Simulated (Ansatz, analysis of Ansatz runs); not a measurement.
# A hop of F in NaAsF6 (R-3), charge 0

Aim: the barrier of one jump in NaAsF6 (R-3) at charge 0: V_F hop (2.5 Å). The model is a cell of 64 host atoms with 1 F taken out; F is the atom that moves.

Main program and level: Ansatz 0.2.0; plane-wave PAW DFT, PBEsol; nudged elastic band between two relaxed defect structures.

### 1. Set-up

The cell holds 63 atoms: 8 Na, 8 As and 47 F. Cell: a = 11.316 Å, b = 11.316 Å, c = 11.316 Å, α = 56.8°, β = 56.8°, γ = 56.8°. It derives from NaAsF6 (space group R-3). Nearest the centre at fractional (0.533, 0.387, 0.473): F34 at 1.23 Å, As57 at 1.28 Å, F47 at 2.12 Å, F20 at 2.22 Å, F54 at 2.81 Å, F29 at 2.81 Å, Na32 at 2.85 Å, F38 at 3.02 Å.

The cell's shortest repeat is 10.8 Å.

### 2. Relaxation of the start point, charge 0

The ends come first: from an unrelaxed start the top is counted from too high an energy, and the barrier comes out too low. Small random displacements break the symmetry of the ideal sites, so that the defect can distort if it gains by it. The cell holds an odd number of electrons, so the run is spin-polarised with the moment held at 1 μB.

The input, q0_M1.start/input.yaml:

```yaml
crystal:
  lattice:
    - [5.38043959, 3.10639824, 9.45773351]
    - [-5.38043959, 3.10639824, 9.45773351]
    - [0.0, -6.21279649, 9.45773351]
  atoms:
    - { symbol: Na, position: [0.25, 0.25, 0.25] }
    - { symbol: As, position: [0.0, 0.0, 0.0] }
    - { symbol: F, position: [0.10462548, 0.44788973, 0.34062212] }
    - { symbol: F, position: [0.44788973, 0.34062212, 0.10462548] }
    - { symbol: F, position: [0.34062212, 0.10462548, 0.44788973] }
    - { symbol: F, position: [0.39537452, 0.05211027, 0.15937788] }
    - { symbol: F, position: [0.05211027, 0.15937788, 0.39537452] }
    - { symbol: F, position: [0.15937788, 0.39537452, 0.05211027] }
    - { symbol: Na, position: [0.25, 0.25, 0.75] }
    - { symbol: As, position: [0.0, 0.0, 0.5] }
    - { symbol: F, position: [0.10462548, 0.44788973, 0.84062212] }
    - { symbol: F, position: [0.34062212, 0.10462548, 0.94788973] }
    - { symbol: F, position: [0.39537452, 0.05211027, 0.65937788] }
    - { symbol: F, position: [0.05211027, 0.15937788, 0.89537452] }
    - { symbol: F, position: [0.15937788, 0.39537452, 0.55211027] }
    - { symbol: Na, position: [0.25, 0.75, 0.25] }
    - { symbol: As, position: [0.0, 0.5, 0.0] }
    - { symbol: F, position: [0.10462548, 0.94788973, 0.34062212] }
    - { symbol: F, position: [0.44788973, 0.84062212, 0.10462548] }
    - { symbol: F, position: [0.34062212, 0.60462548, 0.44788973] }
    - { symbol: F, position: [0.39537452, 0.55211027, 0.15937788] }
    - { symbol: F, position: [0.05211027, 0.65937788, 0.39537452] }
    - { symbol: F, position: [0.15937788, 0.89537452, 0.05211027] }
    - { symbol: Na, position: [0.25, 0.75, 0.75] }
    - { symbol: As, position: [0.0, 0.5, 0.5] }
    - { symbol: F, position: [0.10462548, 0.94788973, 0.84062212] }
    - { symbol: F, position: [0.44788973, 0.84062212, 0.60462548] }
    - { symbol: F, position: [0.34062212, 0.60462548, 0.94788973] }
    - { symbol: F, position: [0.39537452, 0.55211027, 0.65937788] }
    - { symbol: F, position: [0.05211027, 0.65937788, 0.89537452] }
    - { symbol: F, position: [0.15937788, 0.89537452, 0.55211027] }
    - { symbol: Na, position: [0.75, 0.25, 0.25] }
    - { symbol: As, position: [0.5, 0.0, 0.0] }
    - { symbol: F, position: [0.60462548, 0.44788973, 0.34062212] }
    - { symbol: F, position: [0.94788973, 0.34062212, 0.10462548] }
    - { symbol: F, position: [0.84062212, 0.10462548, 0.44788973] }
    - { symbol: F, position: [0.89537452, 0.05211027, 0.15937788] }
    - { symbol: F, position: [0.55211027, 0.15937788, 0.39537452] }
    - { symbol: F, position: [0.65937788, 0.39537452, 0.05211027] }
    - { symbol: Na, position: [0.75, 0.25, 0.75] }
    - { symbol: As, position: [0.5, 0.0, 0.5] }
    - { symbol: F, position: [0.60462548, 0.44788973, 0.84062212] }
    - { symbol: F, position: [0.94788973, 0.34062212, 0.60462548] }
    - { symbol: F, position: [0.84062212, 0.10462548, 0.94788973] }
    - { symbol: F, position: [0.89537452, 0.05211027, 0.65937788] }
    - { symbol: F, position: [0.55211027, 0.15937788, 0.89537452] }
    - { symbol: F, position: [0.65937788, 0.39537452, 0.55211027] }
    - { symbol: Na, position: [0.75, 0.75, 0.25] }
    - { symbol: As, position: [0.5, 0.5, 0.0] }
    - { symbol: F, position: [0.60462548, 0.94788973, 0.34062212] }
    - { symbol: F, position: [0.94788973, 0.84062212, 0.10462548] }
    - { symbol: F, position: [0.84062212, 0.60462548, 0.44788973] }
    - { symbol: F, position: [0.89537452, 0.55211027, 0.15937788] }
    - { symbol: F, position: [0.55211027, 0.65937788, 0.39537452] }
    - { symbol: F, position: [0.65937788, 0.89537452, 0.05211027] }
    - { symbol: Na, position: [0.75, 0.75, 0.75] }
    - { symbol: As, position: [0.5, 0.5, 0.5] }
    - { symbol: F, position: [0.60462548, 0.94788973, 0.84062212] }
    - { symbol: F, position: [0.94788973, 0.84062212, 0.60462548] }
    - { symbol: F, position: [0.84062212, 0.60462548, 0.94788973] }
    - { symbol: F, position: [0.89537452, 0.55211027, 0.65937788] }
    - { symbol: F, position: [0.55211027, 0.65937788, 0.89537452] }
    - { symbol: F, position: [0.65937788, 0.89537452, 0.55211027] }
basis:
  ecutwfc: 420
  xc_grid: 2
hamiltonian:
  xc: pbesol
kpoints:
  mp_grid: { grid: [1, 1, 1], shift: [0.25, 0.25, 0.25] }
magnetization:
  spin_polarized: true
  initial_magnetization: 1
  spin_locking: { lock_magnetization: hard }
scf:
  occupations: { method: fixed }
  max_iter: 100
output:
  forces: true
relax:
  f_tol: 0.02
  max_steps: 70
  random_displacement: { amplitude: 0.03, seed: 9351 }
```

Started as:

```bash
> ansatz run input.yaml --threads 32 --pin off --max-ram 84787MiB --backend cuda --events-out ev --progress --plain --runs-dir out --max-vram 78GiB
```

The program printed:

```text
[...]
Engine: ansatz 0.2.0, aarch64-unknown-linux-gnu
[...]
Pseudopotential: Na, paw, valence charge 9, recommended cutoff 420 eV (normal), Na.paw.azcp
Pseudopotential: As, paw, valence charge 15, recommended cutoff 420 eV (normal), As.paw.azcp
Pseudopotential: F, paw, valence charge 7, recommended cutoff 420 eV (normal), F.paw.azcp
Functional definition: PBEsol
[...]
Crystal: 63 atoms, lattice volume = 948.447 Å³
Basis set: ecut = 420 eV, 18487 PW (Γ), exchange–correlation on 160×160×160 points (8 copies of the dense FFT grid, shifted against one another)
Bands: 324, of which v1, the nominal top of the filled ones, is band 261 counted from 1 (260 counted from 0)
[...]
k-points: 1
[...]
SCF iter   1: F=—  HF=-87977.716403 eV  |F-HF|=—  |Δ(HF+E_count)|=         —  Δρ=4.89e-2 (↑4.74e-2 ↓4.89e-2)  dr2=5.25e1  dr2_m=3.08e-1  M=1.000 μB ∫|m|=1.092 μB  β_m=0.30  ethr=3.10e-3  ⟨swp⟩=4.0  Hψ [...]
[...]
spin=Collinear: Resta preconditioning applied to the charge; magnetization (m = ρ↑ − ρ↓) channel mixes plain (no charge-response kernel on spin).
SCF iter   2: F=—  HF=-87962.362296 eV  |F-HF|=—  |Δ(HF+E_count)|=    1.54e1  Δρ=3.09e-2 (↑2.99e-2 ↓3.09e-2)  dr2=2.31e1  dr2_m=1.59e-1  M=1.000 μB ∫|m|=1.084 μB  β_m=0.54  ethr=3.10e-3  ⟨swp⟩=2.5  Hψ [...]
[...]
SCF iter   9: F=-87949.862138 eV  HF=-87949.862123 eV  |F-HF|=1.55e-5  |Δ(HF+E_count)|=   1.09e-5  Δρ=1.84e-5 (↑1.80e-5 ↓1.84e-5)  dr2=9.37e-6  dr2_m=2.46e-8  M=1.000 μB ∫|m|=1.063 μB  ethr=1.92e-9  ⟨ [...]
SCF 1 converged in 9 iterations: F = -87949.862138 eV  dr2 = 9.37e-6
[...]
relax step   1: F+E_penalty+E_count = -87949.86213832 eV  Δ(F+E_penalty+E_count) = +0.000e0 eV  max|allowed force component| = 1.820e0 eV/Å  Δτ_max = 0.0000 Å  (9 SCF iters, dr2 threshold 1.00e-5 eV,  [...]
[...]
SCF 8 converged in 7 iterations: F = -87950.512827 eV  dr2 = 2.11e-8
[...]
SCF converged after 7 iterations
[...]
```

Elapsed: 5.8 s, on 1 × NVIDIA GB200 with 32 threads of Arm Neoverse V2, shared host; peak memory 1.4 GiB; 25 s of CPU time.

Step by step:

```csv
step,energy less that of the first step (eV),largest force component (eV/Å)
1,0.0000,1.8198
2,-0.4045,1.1298
3,-0.5267,0.3807
4,-0.6365,0.2595
5,-0.6419,0.2861
6,-0.6502,0.0263
7,-0.6502,0.0258
8,-0.6507,0.0057
```

The atoms that moved most (Å, from the sites as typed, ahead of the random displacement, the mean shift of all atoms taken out):

```csv
atom,dx,dy,dz,length
Na9,-0.104,-0.199,-0.167,0.279
F14,-0.133,-0.139,-0.075,0.206
F44,0.039,-0.131,-0.131,0.189
F37,-0.029,-0.139,-0.114,0.182
F47,0.079,0.080,0.096,0.148
As2,-0.015,-0.103,-0.056,0.119
F51,0.087,-0.064,-0.037,0.114
F12,-0.021,0.106,-0.024,0.111
```

Neighbours of F34 at the end:

```csv
atom,distance (Å)
As57,1.826
Na32,2.268
F54,2.545
F20,2.579
F47,2.583
F53,3.234
F21,3.237
F38,3.244
F39,3.248
F36,3.252
F35,3.298
```

Read from the output:

```yaml
free_energy: -87950.5128 eV
total_moment: 1 μB
integral_of_the_absolute_spin_density: 1.058 μB
spin_contamination: 0.001488
r_m_s_move_of_the_farther_half_of_the_atoms: 0.07751 Å
largest_move_from_the_ideal_geometry_of_this_structure_a_common_shift_of_the_far_atoms_taken_out: 0.2753 Å
```

The relaxation gained 0.651 eV and ended with a largest force component of 0.0057 eV/Å.

### 3. Relaxation of the end point, charge 0

The end point is relaxed in the same cell and settings, so that the two energies compare. Atoms more than 3.2 Å from the middle of the hop start where the first relaxation left them, the nearer ones on or close to their ideal places, with small random displacements.

The input, q0_M1.end/input.yaml:

```yaml
crystal:
  lattice:
    - [5.38043959, 3.10639824, 9.45773351]
    - [-5.38043959, 3.10639824, 9.45773351]
    - [0.0, -6.21279649, 9.45773351]
  atoms:
    - { symbol: Na, position: [0.2522041, 0.25176697, 0.24761882] }
    - { symbol: As, position: [-0.00767078, -0.00558734, 0.00781417] }
[... 6 atom lines left out ...]
    - { symbol: Na, position: [0.2250925, 0.24362831, 0.76413646] }
[... 5 atom lines left out ...]
    - { symbol: F, position: [0.16315186, 0.39714015, 0.55046698] }
[... 4 atom lines left out ...]
    - { symbol: F, position: [0.34062212, 0.60462548, 0.44788973] }
    - { symbol: F, position: [0.39988188, 0.55120017, 0.15819154] }
[... 7 atom lines left out ...]
    - { symbol: F, position: [0.39537452, 0.55211027, 0.65937788] }
[... 2 atom lines left out ...]
    - { symbol: Na, position: [0.75, 0.25, 0.25] }
[... 1 atom line left out ...]
    - { symbol: F, position: [0.461964, 0.325935, 0.604994] }
[... 1 atom line left out ...]
    - { symbol: F, position: [0.84062212, 0.10462548, 0.44788973] }
[... 1 atom line left out ...]
    - { symbol: F, position: [0.55211027, 0.15937788, 0.39537452] }
[... 8 atom lines left out ...]
    - { symbol: F, position: [0.65937788, 0.39537452, 0.55211027] }
[... 6 atom lines left out ...]
    - { symbol: F, position: [0.55211027, 0.65937788, 0.39537452] }
[... 2 atom lines left out ...]
    - { symbol: As, position: [0.5, 0.5, 0.5] }
[... 5 atom lines left out ...]
    - { symbol: F, position: [0.65944901, 0.89936896, 0.55128347] }
basis:
  ecutwfc: 420
  xc_grid: 2
hamiltonian:
  xc: pbesol
kpoints:
  mp_grid: { grid: [1, 1, 1], shift: [0.25, 0.25, 0.25] }
magnetization:
  spin_polarized: true
  initial_magnetization: 1
  spin_locking: { lock_magnetization: hard }
scf:
  occupations: { method: fixed }
  max_iter: 100
output:
  forces: true
relax:
  f_tol: 0.02
  max_steps: 70
  random_displacement: { amplitude: 0.01, seed: 9351 }
```

The program printed:

```text
[...]
Crystal: 63 atoms, lattice volume = 948.447 Å³
Basis set: ecut = 420 eV, 18487 PW (Γ), exchange–correlation on 160×160×160 points (8 copies of the dense FFT grid, shifted against one another)
Bands: 324, of which v1, the nominal top of the filled ones, is band 261 counted from 1 (260 counted from 0)
[...]
k-points: 1
[...]
SCF iter   2: F=—  HF=-87962.616536 eV  |F-HF|=—  |Δ(HF+E_count)|=    1.54e1  Δρ=3.10e-2 (↑2.99e-2 ↓3.10e-2)  dr2=2.31e1  dr2_m=1.61e-1  M=1.000 μB ∫|m|=1.084 μB  β_m=0.54  ethr=3.10e-3  ⟨swp⟩=2.5  Hψ [...]
[...]
SCF iter  10: F=-87950.103472 eV  HF=-87950.103470 eV  |F-HF|=2.64e-6  |Δ(HF+E_count)|=   1.55e-5  Δρ=1.15e-5 (↑1.06e-5 ↓1.15e-5)  dr2=3.30e-6  dr2_m=1.08e-8  M=1.000 μB ∫|m|=1.066 μB  ethr=1.92e-9  ⟨ [...]
SCF 1 converged in 10 iterations: F = -87950.103472 eV  dr2 = 3.30e-6
[...]
relax step   1: F+E_penalty+E_count = -87950.10347225 eV  Δ(F+E_penalty+E_count) = +0.000e0 eV  max|allowed force component| = 1.354e0 eV/Å  Δτ_max = 0.0000 Å  (10 SCF iters, dr2 threshold 1.00e-5 eV, [...]
[...]
SCF 2 converged in 5 iterations: F = -87950.329167 eV  dr2 = 5.67e-5
[...]
SCF 7 converged in 7 iterations: F = -87950.512768 eV  dr2 = 5.01e-8
[...]
relax step   7: F+E_penalty+E_count = -87950.51276832 eV  Δ(F+E_penalty+E_count) = -5.969e-4 eV  max|allowed force component| = 6.715e-3 eV/Å  Δτ_max = 0.0235 Å  (7 SCF iters, accepted)
SCF converged after 7 iterations
[...]
```

The job ended after 5.8 s (1 × NVIDIA GB200 with 32 threads; peak memory 1.4 GiB).

Relaxation path:

```csv
step,energy less that of the first step (eV),largest force component (eV/Å)
1,0.0000,1.3535
2,-0.2257,0.7316
3,-0.3564,0.3812
4,-0.3988,0.0936
5,-0.4046,0.0568
6,-0.4087,0.0144
7,-0.4093,0.0067
```

The atoms that moved most (Å, from the sites as typed, ahead of the random displacement):

```csv
atom,dx,dy,dz,length
Na9,0.114,0.238,0.190,0.325
Na32,0.223,0.025,-0.161,0.276
F23,0.205,0.090,-0.145,0.266
F14,0.215,0.093,0.104,0.256
F37,0.209,0.085,0.035,0.228
F44,0.001,0.151,0.148,0.212
F51,-0.001,0.160,-0.099,0.188
F35,-0.147,-0.113,-0.026,0.187
```

Neighbours of F34 at the end:

```csv
atom,distance (Å)
As57,1.826
Na9,2.284
F29,2.541
F20,2.578
F47,2.583
F38,3.195
F13,3.247
F46,3.259
F12,3.278
F15,3.315
```

Read from the output:

```
free energy                                                                                       : -87950.5128 eV
total moment                                                                                      : 1 μB
integral of the absolute spin density                                                             : 1.058 μB
spin contamination                                                                                : 0.001489
r.m.s. move of the farther half of the atoms                                                      : 0.07855 Å
largest move from the ideal geometry of this structure, a common shift of the far atoms taken out : 0.2672 Å
```

The relaxation gained 0.409 eV and ended with a largest force component of 0.0067 eV/Å. The end lies within 1 meV of the start.

(Part 1 of 3 ends here.)

[Logs are printed without paths, hosts, clocks, repeated set-up lines and the standing remarks that a program may print on its own settings, such as how far it seeks lower states.]

[Hosts, paths, dates, database ids (printed as entryN), source tags and the programs' standing remarks are cut or masked in the printed files.]
